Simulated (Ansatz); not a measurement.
Consider TcBr2 (1T sheet).

The cell holds 3 atoms: 1 Tc and 2 Br. Cell: a = 3.404 Å, b = 3.404 Å, c = 30.253 Å, α = 90.0°, β = 90.0°, γ = 120.0°. Vacuum lies along c.

```xyz
3
Lattice="-2.4067 0.0000 -2.4067 0.0000 2.4067 2.4067 17.4666 17.4666 -17.4666" Properties=species:S:1:pos:R:3
Tc    5.5502    5.5502   -5.5502
Br    5.6666    8.0733   -5.6666
Br    3.0272    5.4339   -5.4339
```

The structure was relaxed with LDA. The structure was generated from a model, not taken from a measurement. The runs that relaxed it are not among those shown. The program's search for lower electronic states was switched off, so nothing shows that the state found is the lowest. PAW set soft_2, made with PBE.

A constrained-RPA run (Ansatz 0.2.0; non-magnetic LDA; Tc t2g + anion p, bands v9 to v1, 6×6×1 mesh, medium accuracy) builds 9 functions on bands 8.2 eV wide, with 17.0 electrons in the window. The bare on-site interaction is 13.7 eV and the bare J 0.54 eV.

Estimate U, U′ and J.

On the Tc t2g shell, U = 3.22 eV (23 % of the bare value), U′ = 2.44 eV, J = 0.37 eV.

The parent state is non-magnetic and the interaction static (zero frequency); U depends on the window and the orbitals, so it belongs to this model alone. A window that holds the anion p bands defines a model with explicit ligands; its U belongs to that model and is not the U of DFT+U.

[Paths, hosts, dates, memory and timing lines, banners, echoed tables and standing remarks are left out of the program output.]

[Logs are printed without paths, hosts, clocks, repeated set-up lines and the standing remarks that a program may print on its own settings, such as how far it seeks lower states.]

[Runs of the session that timed out or met a known fault of the program may be left out.]

[Hosts, paths, dates, database ids (printed as entryN), source tags and the programs' standing remarks are cut or masked in the printed files.]
